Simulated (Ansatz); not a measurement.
## How CdS (Hawleyite, F-43m) expands on warming

Aim: the lattice, expansion, heat capacity and bulk modulus of CdS (Hawleyite) as it warms.

Calculated with Ansatz 0.2.0; DFT RPBE, scalar-relativistic, plane waves, PAW.

## 1. The structure

It takes space group F-43m (No. 216, cubic). Conventional cell: a = 5.833 Å, b = 5.833 Å, c = 5.833 Å, α = 90.00°, β = 90.00°, γ = 90.00°. Nearest to Cd lie 4 S at 2.53 Å. S has 4 Cd at 2.53 Å nearest. Farther neighbours and most contacts between anions are not listed.

## 2. A first coarse run

A cheap single point shows whether the cell is a metal or an insulator and how far it is from rest; that sets the k-mesh and the occupations of what follows.

input.yaml reads:

```yaml
crystal:
  lattice:
    - [0.0, 2.9165, 2.9165]
    - [2.9165, 0.0, 2.9165]
    - [2.9165, 2.9165, 0.0]
  atoms:
    - { symbol: Cd, position: [0.0, 0.0, 0.0] }
    - { symbol: S, position: [0.25, 0.25, 0.25] }
kpoints:
  mp_grid: { grid: [6, 6, 6] }
hamiltonian:
  xc: rpbe
scf:
  occupations: { method: gaussian, width: 0.1 }
output:
  forces: true
  stress: true
  eigenvalues: true
```

On the command line:

```console
ansatz run input.yaml --threads 4 --pin off --max-ram 8192MiB --backend cpu --events-out ev --progress --plain --runs-dir out
```

Numbers of over 12 decimals in the logs are rounded to 6 here.

Output:

```text
Engine: ansatz 0.2.0, x86_64-unknown-linux-gnu
Pseudopotentials: kind: paw
Pseudopotential: Cd, paw, valence charge 20, recommended cutoff 420 eV (normal), Cd.paw.azcp
Pseudopotential: S, paw, valence charge 6, recommended cutoff 420 eV (normal), S.paw.azcp
Functional definition: RPBE
  parameter kappa = 0.804
  parameter beta = 0.066725
  exchange = rpbe_x(kappa = kappa, mu = beta*pi^2/3)
  correlation = pbe_c(beta = beta)
Crystal: 2 atoms, lattice volume = 49.615 Å³
Basis set: ecut = 420 eV, 941 PW (Γ), exchange–correlation on 60×60×60 points (8 copies of the dense FFT grid, shifted against one another)
Bands: 17, of which v1, the nominal top of the filled ones, is band 13 counted from 1 (12 counted from 0)
Symmetry: 24 space group operations
Space group: F-43m (ITA 216), of the structure as read, at distance tolerance 3.7e-5 Å
k-points: 16 of 216 (time reversal used)
Non-local potential: Cd, projectors of the file, l = 0: 3, l = 1: 2, l = 2: 2, l = 3: 1
Non-local potential: S, projectors of the file, l = 0: 2, l = 1: 2, l = 2: 2
PAW form: soft (Blöchl's): semilocal exchange-correlation on the pseudo side does not see the compensation charge
PAW frozen core: Cd, regenerated for the run's functional, and the local potential with it (the file was generated under x = pbe(κ = 0.804, μ = 0.219515), c = pbe(β = 0.066725))
PAW frozen core: S, regenerated for the run's functional, and the local potential with it (the file was generated under x = pbe(κ = 0.804, μ = 0.219515), c = pbe(β = 0.066725))
PAW one-centre angular grid: Cd, 590 points (default); XC on 64 Gauss nodes
PAW one-centre angular grid: S, 110 points (default); XC on 64 Gauss nodes
Initial density: superposition of atomic densities (neutral atoms: chi_scale 0, normalization atom), corrected by the library's trained network
Initial wavefunctions: pseudopotential atomic-orbital guess
Functional: x = rpbe, c = pbe(β = 0.066725)
SCF iter   1: F=—  HF=-9169.531992 eV  |F-HF|=—  |Δ(HF+E_count)|=         —  Δρ=3.67e-3  dr2=5.90e-3  ethr=1.77e-3  ⟨swp⟩=5.0  Hψ=1298  notcnv=0
preconditioner: auto → none  [insulator: Δε(μ)=1.343 eV  Ē_g=12.517 eV  σ=0.100 eV  W_gap=1.00  n_scr=14 (ndim 8)  ℏωp=22.4 eV  f_vac=0.128  D(μ)=0.00/eV (n_scr^D=0)  ε∞_Penn≈4.2]
SCF iter   2: F=—  HF=-9169.531515 eV  |F-HF|=—  |Δ(HF+E_count)|=   4.77e-4  Δρ=1.19e-3  dr2=3.89e-4  ethr=2.27e-5  ⟨swp⟩=2.6  Hψ=626  notcnv=0
SCF iter   3: F=—  HF=-9169.531581 eV  |F-HF|=—  |Δ(HF+E_count)|=   6.59e-5  Δρ=5.26e-4  dr2=9.04e-5  ethr=1.50e-6  ⟨swp⟩=2.7  Hψ=510  notcnv=0
SCF iter   4: F=—  HF=-9169.531636 eV  |F-HF|=—  |Δ(HF+E_count)|=   5.50e-5  Δρ=1.46e-4  dr2=1.62e-5  ethr=3.48e-7  ⟨swp⟩=2.1  Hψ=381  notcnv=0
SCF iter   5: F=—  HF=-9169.531634 eV  |F-HF|=—  |Δ(HF+E_count)|=   2.08e-6  Δρ=2.08e-5  dr2=1.49e-7  ethr=6.24e-8  ⟨swp⟩=2.0  Hψ=404  notcnv=0
SCF iter   6: F=-9169.531634 eV  HF=-9169.531634 eV  |F-HF|=1.66e-9  |Δ(HF+E_count)|=   4.62e-7  Δρ=5.62e-6  dr2=1.39e-8  ethr=3.85e-10  ⟨swp⟩=6.1  Hψ=1239  notcnv=0
SCF 1 converged in 6 iterations: F = -9169.531634 eV  dr2 = 1.39e-8
  greatest PAW one-centre occupation: 1.000 electrons in one spin orbital (limit 2), on the Cd atom at site 0 (counted from 0), in its partial waves of l = 0
SCF converged after 6 iterations
Free energy (F): -9169.531634 eV
Harris-Foulkes:  -9169.531634 eV  (|F-HF|=1.66e-9)
Internal energy: -9169.531634 eV  (E = F + TS)
E sigma→0 (E₀):  -9169.531634 eV
Fermi energy:    7.701173 eV
--- Per-component energies (eV) ---
  E_band       = -503.358275
  E_kinetic    = 612.199853
  E_local      = -4012.525875  (includes V_loc(G=0)·N_el)
  E_nonlocal   = 60.697210
  E_hartree    = 1845.135069
  E_xc         = -274.648930
  E_vxc        = -309.262146  (∫ρ·V_xc dr)
  E_paw        = -4695.258930  (= ΣΔE_a)
  E_vpaw       = -544.736460  (= ΣTr[D̂ρ^β])
  E_aug_tail   = 0.000016  (compensation charges beyond the density's cutoff)
  E_ewald      = -2704.981299
  E_core_change = -0.148748  (= ΣΔE_core)
  E_smearing   = -0.000000  (= −TS)
  E_closure    = 0.000000  (closes the sum)
  Σ components = -9169.531634   (vs F -9169.531634, Δ=0.00e0)
--- Forces (eV/Å), atoms counted from 1 ---
  atom   1  Cd     0.00000000    -0.00000000     0.00000000
  atom   2  S     -0.00000000     0.00000000     0.00000000
  max |Σ_I F_I| component: 1.57e-16 eV/Å
--- Stress (GPa, compression-positive) ---
        5.095100       0.000000      -0.000000
        0.000000       5.095100       0.000000
       -0.000000       0.000000       5.095100
  P = ⅓ Tr σ = 5.0951 GPa (50.951 kbar)
--- Band table (eV; the first three rows and the last of 16) ---
  k-point 0: bands = [... 9 lower, -0.2128, 7.0321, 7.0321, 7.0321, 8.3621, 13.6455, 13.6455, 13.6455]
  k-point 1: bands = [... 9 lower, -0.2134, 5.5693, 6.8298, 6.8298, 9.4844, 13.3430, 13.9592, 13.9592]
  k-point 2: bands = [... 9 lower, -0.1960, 3.6839, 6.4606, 6.4606, 10.1505, 13.9189, 14.1905, 14.1905]
  k-point 15: bands = [... 9 lower, 0.3768, 3.1660, 4.8980, 4.9553, 11.9241, 12.2128, 15.3346, 15.5920]
```

The job ended after 1.8 s (4 threads of Intel Xeon Platinum 8375C at 2.90GHz (Ice Lake), shared host; peak memory 0.37 GiB; 2.6 s of CPU time).

Reading the cycles: dr2 is the Hartree energy of the density residual (eV), the measure of convergence; HF is the Harris–Foulkes estimate of the energy, which meets the free energy F at convergence.

This step gave:

```
pressure          : 5.095 GPa
gap on the k-mesh : 1.330 eV
volume per atom   : 24.81 Å³
```

The start is under 5.1 GPa at this level and looks like an insulator or semiconductor on this mesh.

## 3. Relaxation

The vibrations must be taken about the equilibrium of this functional, not about the starting cell, so the structure is relaxed.

input.yaml, the sections that differ from step 2:

```yaml
kpoints:
  mp_grid: { grid: [8, 8, 8] }
scf:
  occupations: { method: gaussian, width: 0.02 }
output:
  forces: true
  stress: true
  eigenvalues: true
  write_density: true
  write_potential: true
  elf: true
  volumetric_format: npy
relax:
  adjacent_minimum: "off"
  f_tol: 0.005
  max_steps: 80
  cell: { stress_tol: 0.05 }
# crystal, hamiltonian: as in step 2
```

Output:

```text
[...]
Crystal: 2 atoms, lattice volume = 49.615 Å³
Basis set: ecut = 420 eV, 941 PW (Γ), exchange–correlation on 60×60×60 points (8 copies of the dense FFT grid, shifted against one another)
Bands: 17, of which v1, the nominal top of the filled ones, is band 13 counted from 1 (12 counted from 0)
Symmetry: 24 space group operations
[...]
k-points: 29 of 512 (time reversal used)
[...]
SCF iter   1: F=—  HF=-9169.533767 eV  |F-HF|=—  |Δ(HF+E_count)|=         —  Δρ=3.64e-3  dr2=5.71e-3  ethr=1.77e-3  ⟨swp⟩=5.8  Hψ=2528  notcnv=0
[...]
SCF iter   6: F=-9169.533432 eV  HF=-9169.533432 eV  |F-HF|=3.73e-10  |Δ(HF+E_count)|=   4.40e-7  Δρ=5.65e-6  dr2=1.32e-8  ethr=3.85e-10  ⟨swp⟩=10.2  Hψ=3483  notcnv=0
SCF 1 converged in 6 iterations: F = -9169.533432 eV  dr2 = 1.32e-8
[...]
relax step   1: F+E_penalty+E_count = -9169.53343185 eV  Δ(F+E_penalty+E_count) = +0.000e0 eV  max|allowed force component| = 1.527e-16 eV/Å  Δτ_max = 0.0000 Å  P = +5.087 GPa  Ω = 49.615 Å³  (6 SCF iters, dr2 threshold 1.00e-7 eV, accepted)
Crystal: 2 atoms, lattice volume = 53.766 Å³
Basis set: ecut = 420 eV, 1067 PW (Γ), exchange–correlation on 60×60×60 points (8 copies of the dense FFT grid, shifted against one another)
[...]
iter 1 solved again at ethr=1.07e-5 eV; its pass at ethr=3.10e-3 eV (dr2=2.79e-3 eV) is discarded
[...]
SCF iter   6: F=-9169.599105 eV  HF=-9169.599105 eV  |F-HF|=6.43e-8  |Δ(HF+E_count)|=   2.17e-6  Δρ=4.25e-6  dr2=9.39e-9  ethr=7.69e-10  ⟨swp⟩=10.4  Hψ=3543  notcnv=0
SCF 2 converged in 6 iterations: F = -9169.599105 eV  dr2 = 9.39e-9
relax step   2: F+E_penalty+E_count = -9169.59910507 eV  Δ(F+E_penalty+E_count) = -6.567e-2 eV  max|allowed force component| = 8.789e-17 eV/Å  Δτ_max = 0.0000 Å  P = +0.395 GPa  Ω = 53.766 Å³  energy of the carried Pulay correction = -9.839e-4 eV  (6 SCF iters, dr2 threshold 2.00e-7 eV, accepted)
Crystal: 2 atoms, lattice volume = 54.147 Å³
[...]
SCF iter   4: F=-9169.599556 eV  HF=-9169.599556 eV  |F-HF|=2.73e-8  |Δ(HF+E_count)|=   2.53e-7  Δρ=9.05e-6  dr2=3.29e-8  ethr=7.69e-10  ⟨swp⟩=9.0  Hψ=3359  notcnv=0
SCF 3 converged in 4 iterations: F = -9169.599556 eV  dr2 = 3.29e-8
relax step   3: F+E_penalty+E_count = -9169.59955632 eV  Δ(F+E_penalty+E_count) = -4.513e-4 eV  max|allowed force component| = 8.327e-17 eV/Å  Δτ_max = 0.0000 Å  P = +0.057 GPa  Ω = 54.147 Å³  energy of the carried Pulay correction = -1.068e-3 eV  (4 SCF iters, dr2 threshold 2.00e-7 eV, accepted)
[...]
relax step   4: F+E_penalty+E_count = -9169.59955400 eV  Δ(F+E_penalty+E_count) = +2.324e-6 eV  max|allowed force component| = 8.558e-17 eV/Å  Δτ_max = 0.0000 Å  P = +0.001 GPa  Ω = 54.212 Å³  energy of the carried Pulay correction = -1.082e-3 eV  (4 SCF iters, dr2 threshold 8.03e-9 eV, accepted)
[...]
SCF iter   6: F=-9169.600491 eV  HF=-9169.600491 eV  |F-HF|=2.91e-11  |Δ(HF+E_count)|=   1.74e-9  Δρ=2.14e-7  dr2=7.37e-12  ethr=1.00e-12  ⟨swp⟩=4.0  Hψ=2378  notcnv=0
SCF 5 converged in 6 iterations: F = -9169.600491 eV  dr2 = 7.37e-12
relax step   5: F+E_penalty+E_count = -9169.60049130 eV  Δ(F+E_penalty+E_count) = -9.373e-4 eV  max|allowed force component| = 9.021e-17 eV/Å  Δτ_max = 0.0000 Å  P = -0.010 GPa  Ω = 54.212 Å³  stress off target by 9.59e-3 GPa  SCF on the basis re-selected at this cell (its energy is not comparable with the rows above)  (6 SCF iters)
basis re-selected at this cell: Δ(F+E_penalty+E_count) = -9.373e-4 eV, ΔP = -0.011 GPa vs the last step (what re-selecting the basis moved, of the pressure what is left beyond the Pulay correction that the steps carried, after the strain that the cell walked since its last selection, with what the two solves' SCF thresholds leave and, on support functions, any second-order correction that the steps lacked; it is no m [...]
SCF converged after 6 iterations
Free energy (F): -9169.600491 eV
[...]
Internal energy: -9169.600491 eV  (E = F + TS)
E sigma→0 (E₀):  -9169.600491 eV
Fermi energy:    6.416799 eV
[...]
--- Stress (GPa, compression-positive) ---
       -0.009591      -0.000000       0.000000
       -0.000000      -0.009591      -0.000000
        0.000000       0.000000      -0.009591
  P = ⅓ Tr σ = -0.0096 GPa (-0.096 kbar)
--- Band table (eV; the first three rows and the last of 29) ---
  k-point 0: bands = [... 9 lower, -1.2403, 5.8492, 5.8492, 5.8492, 6.9840, 12.4687, 12.4687, 12.4687]
  k-point 1: bands = [... 9 lower, -1.2408, 4.9236, 5.7486, 5.7486, 7.7723, 12.2148, 12.6437, 12.6437]
  k-point 2: bands = [... 9 lower, -1.2364, 3.6139, 5.5204, 5.5204, 8.5676, 12.1776, 12.9243, 12.9243]
  k-point 28: bands = [... 9 lower, -0.7399, 2.3988, 3.9928, 3.9974, 10.9518, 11.4628, 13.0327, 14.0943]
--- Relaxed structure (4 steps of the walk, 4 accepted, 1 SCFs on fresh bases) ---
  F+E_penalty+E_count = -9169.60049130 eV   max|allowed force component| = 9.021e-17 eV/Å   (the final SCF, on the basis selected at the relaxed cell)
  cell:  # Å, volume = 54.2116 Å³
    - [0, 3.003914, 3.003914]
    - [3.003914, 0, 3.003914]
    - [3.003914, 3.003914, 0]
  atoms:
    - { symbol: Cd, position: [0, 0, 0] }
    - { symbol: S, position: [0.25, 0.25, 0.25] }
```

It took 4.9 s on 4 threads; peak memory 0.42 GiB; 17 s of CPU time.

Relaxation path:

```
step  energy less that of the first step (eV)  largest force component (eV/Å)  pressure (GPa)  volume (Å³)
   1                                   0.0000                          0.0000            5.09        49.62
   2                                  -0.0657                          0.0000            0.39        53.77
   3                                  -0.0661                          0.0000            0.06        54.15
   4                                  -0.0661                          0.0000            0.00        54.21
  5*                                  -0.0671                          0.0000           -0.01        54.21
```

Relaxation steps marked * repeat the geometry before them on a plane-wave basis chosen anew for their cell, so energy and pressure can jump there.

Forces are held to the 24 operations that the run works with; a distortion that breaks them can't arise in this run.

```
conventional cell, symmetrised  before  after  change
                         a (Å)   5.833  6.008  +3.0 %
                         b (Å)   5.833  6.008  +3.0 %
                         c (Å)   5.833  6.008  +3.0 %
              volume (Å³/atom)   24.81  27.11  +9.3 %
```

The relaxed structure:

```cif
data_structure
_symmetry_space_group_name_H-M 'P 1'
_symmetry_Int_Tables_number 1
_cell_length_a 4.2482
_cell_length_b 4.2482
_cell_length_c 4.2482
_cell_angle_alpha 60.000
_cell_angle_beta 60.000
_cell_angle_gamma 60.000
_cell_volume 54.21
loop_
_atom_site_label
_atom_site_type_symbol
_atom_site_fract_x
_atom_site_fract_y
_atom_site_fract_z
_atom_site_occupancy
Cd1 Cd 0.00000 0.00000 0.00000 1
S2 S 0.25000 0.25000 0.25000 1
```

Numbers from this step:

```yaml
pressure: -0.009591 GPa
gap_on_the_k_mesh: 1.135 eV
volume_per_atom: 27.11 Å³
```

Electrostatic potential energy in the ac plane of a cell with a along [110], b along [-110] and c along [001] of the cube at fractional y = 0.000, with atoms of Cd and S within 0.2 Å of it. With pseudopotentials it is smooth inside the atoms' cores, unlike the true potential.

Values in eV, 9 rows by 16 columns, each cell a mean:
```
-21 -10   5   5   4   6  -5 -19 -21 -10   5   5   4   6  -5 -19
 -1   5  -1 -23 -25  -9   5   1  -1   5  -1 -23 -25  -9   5   1
 10   9  -4 -26 -25 -13   8  10  10   9  -4 -26 -25 -13   8  10
 11  11   8  -1  -4   6  10  11  11  11   8  -1  -4   6  10  11
 11  11  11  10  10  11  11  11  11  11  11  10  10  11  11  11
 11  11  11  10  10  11  11  11  11  11  11  10  10  11  11  11
  9  10  10  10  10  10  10   9   9  10  10  10  10  10  10   9
 -6   2   8  10  10   9   4  -5  -6   2   8  10  10   9   4  -5
-23 -13   5  10  10   7  -7 -21 -23 -13   5  10  10   7  -7 -21
```
Columns run along a (8.5 Å; values clipped at the 3rd and 97th percentile), rows up along c (6.0 Å), edges of the conventional cell, whose origin can differ from the input's. Atoms in or near the plane, at fractional coordinates: Cd at (0.50, 0.00), Cd at (0.00, 0.00), S at (0.75, 0.75), S at (0.25, 0.75).

ELF in the ac plane of a cell with a along [110], b along [-110] and c along [001] of the cube at fractional y = 0.000, with atoms of Cd and S within 0.2 Å of it. It is the smooth field of the valence electrons, not physical close to the nuclei.

Ten even steps from '_' (0.01) to '@' (0.86), each cell a mean:
```
%%**--::++##%%**--::++##%%**--::++##%%**--::++##
++==::==%%@@@@@@**::--==++==::==%%@@@@@@**::--==
::::--%%@@%%##@@@@++::::::::--%%@@%%##@@@@++::::
..::++@@@@--..**@@%%--....::++@@@@--..**@@%%--..
__::**@@%%==--##@@%%==..__::**@@%%==--##@@%%==..
__..++%%@@@@%%@@%%**--____..++%%@@@@%%@@%%**--__
____::++%%@@@@%%##==..______::++%%@@@@%%##==..__
______::==****++--..__________::==****++--..____
________....::..________________....::..________
________________________________________________
________________________________________________
________________________________________________
......____________............____________......
----::..________....::------::..________....::--
**++--....____....::==****++--....____....::==**
@@##==::::----::..::++%%@@##==::::----::..::++%%
```
Columns run along a (8.5 Å), rows up along c (6.0 Å), edges of the conventional cell, whose origin can differ from the input's. Atoms in or near the plane, at fractional coordinates: Cd at (0.50, 0.00), Cd at (0.00, 0.00), S at (0.75, 0.75), S at (0.25, 0.75).

Valence density in the ac plane of a cell with a along [110], b along [-110] and c along [001] of the cube at fractional y = 0.000, with atoms of Cd and S within 0.2 Å of it. It is the smooth field of the valence electrons, not physical close to the nuclei.

Ten steps, logarithmic in the rise over the least value, from '0' (0 e/Å³) to '9' (22 e/Å³), each cell a mean:
```
974111111268974111111268
652223322246652223322246
221233333212221233333212
001232133210001232133210
001233233100001233233100
000123332100000123332100
000012221000000012221000
000001100000000001100000
000000000000000000000000
000000000000000000000000
000000000000000000000000
000000000000000000000000
110000000001110000000001
431000000124431000000124
863100000257863100000257
984100001369984100001369
```
Columns run along a (8.5 Å), rows up along c (6.0 Å), edges of the conventional cell, whose origin can differ from the input's. Atoms in or near the plane, at fractional coordinates: Cd at (0.50, 0.00), Cd at (0.00, 0.00), S at (0.75, 0.75), S at (0.25, 0.75).

The relaxation ends with a pressure of -0.01 GPa.

## 4. A second relaxation

The relaxation is run once more from where the first one ended, as the script does after a large change of volume or of the gap, with mesh and occupations reviewed.

input.yaml, the sections that differ from step 3:

```yaml
crystal:
  lattice:
    - [0.0, 3.0039141982, 3.0039141982]
    - [3.0039141982, 0.0, 3.0039141982]
    - [3.0039141982, 3.0039141982, 0.0]
  atoms:
    - { symbol: Cd, position: [0.0, 0.0, 0.0] }
    - { symbol: S, position: [0.25, 0.25, 0.25] }
output:
  forces: true
  stress: true
  eigenvalues: true
# kpoints, hamiltonian, scf, relax: as in step 3
```

Output:

```text
[...]
Crystal: 2 atoms, lattice volume = 54.212 Å³
Basis set: ecut = 420 eV, 1067 PW (Γ), exchange–correlation on 60×60×60 points (8 copies of the dense FFT grid, shifted against one another)
Bands: 17, of which v1, the nominal top of the filled ones, is band 13 counted from 1 (12 counted from 0)
Symmetry: 24 space group operations
[...]
k-points: 29 of 512 (time reversal used)
[...]
k-point 28: bands = [... 9 lower, -0.7399, 2.3988, 3.9928, 3.9974, 10.9518, 11.4628, 13.0327, 14.0942]
--- Relaxed structure (1 steps of the walk, 1 accepted, 1 SCFs on fresh bases) ---
[...]
cell:  # Å, volume = 54.2116 Å³
    - [0.0, 3.0039141982, 3.0039141982]
    - [3.0039141982, 0.0, 3.0039141982]
    - [3.0039141982, 3.0039141982, 0.0]
  atoms:
    - { symbol: Cd, position: [0.0, 0.0, 0.0] }
    - { symbol: S, position: [0.25, 0.25, 0.25] }
[key lines of the parts left out:]
SCF converged after 5 iterations
Free energy (F): -9169.600491 eV
Fermi energy:    6.416796 eV
P = ⅓ Tr σ = -0.0096 GPa (-0.096 kbar)
```

The job ended after 1.2 s (4 threads; peak memory 0.43 GiB; 3.9 s of CPU time).

Little changed from the start: no atom moved by 0.005 Å and no cell edge by 0.1 %.

This step gave:

```yaml
pressure: -0.009586 GPa
```

## 5. Tight relaxation

The thresholds are tightened for a last relaxation ahead of the phonons, and where mesh or smearing change with them the cell follows.

input.yaml, the sections that differ from step 4:

```yaml
scf:
  occupations: { method: fixed }
relax:
  adjacent_minimum: "off"
  f_tol: 0.001
  max_steps: 60
  cell: { stress_tol: 0.01 }
# crystal, kpoints, hamiltonian, output: as in step 4
```

Output:

```text
[...]
Crystal: 2 atoms, lattice volume = 54.212 Å³
Basis set: ecut = 420 eV, 1067 PW (Γ), exchange–correlation on 60×60×60 points (8 copies of the dense FFT grid, shifted against one another)
Bands: 17, of which v1, the nominal top of the filled ones, is band 13 counted from 1 (12 counted from 0)
Symmetry: 24 space group operations
[...]
k-points: 29 of 512 (time reversal used)
[...]
k-point 28: bands = [... 9 lower, -0.7399, 2.3988, 3.9928, 3.9974, 10.9518, 11.4628, 13.0327, 14.0943]
--- Relaxed structure (1 steps of the walk, 1 accepted, 1 SCFs on fresh bases) ---
[...]
cell:  # Å, volume = 54.2116 Å³
    - [0.0, 3.0039141982, 3.0039141982]
    - [3.0039141982, 0.0, 3.0039141982]
    - [3.0039141982, 3.0039141982, 0.0]
  atoms:
    - { symbol: Cd, position: [0.0, 0.0, 0.0] }
    - { symbol: S, position: [0.25, 0.25, 0.25] }
[key lines of the parts left out:]
SCF converged after 6 iterations
Free energy (F): -9169.600491 eV
Fermi energy:    5.849202 eV
P = ⅓ Tr σ = -0.0096 GPa (-0.096 kbar)
```

Wall time 1.2 s (4 threads); peak memory 0.41 GiB; 4 s of CPU time.

Little changed from the start: no atom moved by 0.005 Å and no cell edge by 0.1 %.

This step gave:

```
pressure : -0.009590 GPa
```

The residual pressure is -0.0096 GPa, small enough for phonons.

[end of part 1 of 2]

[Logs are printed without paths, hosts, clocks, repeated set-up lines and the standing remarks that a program may print on its own settings, such as how far it seeks lower states.]

[Hosts, paths, dates, database ids (printed as entryN), source tags and the programs' standing remarks are cut or masked in the printed files.]

[A step with changed settings may run another functional than the one named; its input shows which.]
